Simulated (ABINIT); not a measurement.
Computed results, one entry a study.

### Beyond one shot: KI (Fm-3m)

It takes space group Fm-3m (No. 225, cubic). The conventional cell has a = 7.066 Å, b = 7.066 Å, c = 7.066 Å, α = 90.00°, β = 90.00°, γ = 90.00°. Nearest to K lie 6 I at 3.53 Å. Nearest to I lie 6 K at 3.53 Å. Farther neighbours, and contacts between anions beyond the nearest, are not listed.

| Property | Result |
| --- | --- |
| method | RPA screening on PBE from quasiparticle energies and orbitals, plane waves, norm-conserving pseudopotentials (and 4 further levels or steps) |
| program | ABINIT 10.8.3 |
| settings | cutoff 33 Ha, PseudoDojo scalar-relativistic 0.4.1 standard, norm-conserving, ngkpt (2, 2, 2), nband 44, ecuteps 3.2 Ha, gwcalctyp 27, nfreqre 1, inclvkb 2, shiftk (0, 0, 0), symchi 1, awtr 1, frequency static, cycle 4, q points all but q = 0, 2×2×2 k-mesh |
| cost | 13 runs, 45 s in all on 4 MPI ranks of Arm Neoverse V2, shared host |
| notes | The program’s warnings: nproc spkpt=  >= nkpt= * nsppol=. The cell and positions come from the Crystallography Open Database and are kept as given unless a step says otherwise. Limits: no spin-orbit coupling. The 2×2×2 mesh is coarse for this cell, which bears on the long-range parts of exchange and screening. |
| G0W0 | 5.517 eV |
| self-consistent COHSEX, cycle 1 | 6.552 eV |
| self-consistent COHSEX, cycle 2 | 6.968 eV |
| self-consistent COHSEX, cycle 3 | 7.018 eV |
| self-consistent COHSEX, cycle 4 | 7.025 eV |
| known limits | short of the basis limit; no spin-orbit coupling; coarse k mesh |

Only the bands that the input lists are updated; the higher empty ones keep the functional's energies. Self-consistent COHSEX ends at 7.03 eV, +1.51 eV from G0W0, after 4 cycles that took 32 s beside the first screening; the last moved the gap by 0.007 eV.

**KI (Fm-3m): a self-consistent loop beyond G0W0, cycle by cycle**

It takes space group Fm-3m (No. 225, cubic). Conventional cell: a = 7.066 Å, b = 7.066 Å, c = 7.066 Å, α = 90.00°, β = 90.00°, γ = 90.00°. Nearest to K lie 6 I at 3.53 Å. Nearest to I lie 6 K at 3.53 Å. Farther neighbours, and contacts between anions beyond the nearest, are not listed.

- method: RPA screening on PBE from quasiparticle energies, plane waves, norm-conserving pseudopotentials (and 5 further levels or steps)
- program: ABINIT 10.8.3
- settings: cutoff 33 Ha, PseudoDojo scalar-relativistic 0.4.1 standard, norm-conserving, ngkpt (2, 2, 2), nband 66, ecuteps 3.9 Ha, gwcalctyp 10, inclvkb 2, shiftk (0, 0, 0), symchi 1, awtr 1, frequency ppm, cycle 3, q points all but q = 0, 2×2×2 k-mesh
- cost: 16 runs, 93 s in all on 4 MPI ranks of Arm Neoverse V2, shared host
- notes: The program’s warnings: nproc spkpt=  >= nkpt= * nsppol=. The cell and positions come from the Crystallography Open Database and are kept as given unless a step says otherwise. Limits: no spin-orbit coupling. The first cycle of evGW0 takes the full correction, without the factor Z, so it overshoots the one-shot value. The 2×2×2 mesh is coarse for this cell, which bears on the long-range parts of exchange and screening.
- G0W0: 5.608 eV
- evGW0, cycle 1: 5.944 eV
- evGW0, cycle 2: 5.828 eV
- evGW0, cycle 3: 5.839 eV
- evGW0, cycle 4: 5.842 eV
- evGW, cycle 1: 6.178 eV
- evGW, cycle 2: 6.223 eV
- evGW, cycle 3: 6.222 eV
- known limits: short of the basis limit; no spin-orbit coupling; coarse k mesh

Only the bands that the input lists are updated; the higher empty ones keep the functional's energies. The evGW loop starts from the last levels of evGW0, so its cycles and time come on top of those.

[Paths, hosts, dates, memory and timing lines, banners, echoed tables and standing remarks are left out of the program output; an Ansatz launch command may be rebuilt from the run's recorded settings. Measured values are a selection of at most five: reports struck by readers or far from the other reports are left out. None is set beside runs whose start may be inverted or whose files or cutoffs have a known fault.]

[Runs of the session that timed out or met a known fault of the program may be left out.]

[Hosts, paths, dates, database ids (printed as entryN), source tags and the programs' standing remarks are cut or masked in the printed files.]

[G0W0 gaps are taken among the corrected bands and points alone; a level outside them can change the order at an edge.]

[Where Ansatz stands beside ABINIT at settings called matched, ABINIT's density can come from a denser mesh and the files from another edition; pairs whose starting gaps differed by over 0.03 eV were left out, so agreement reads better than it is.]
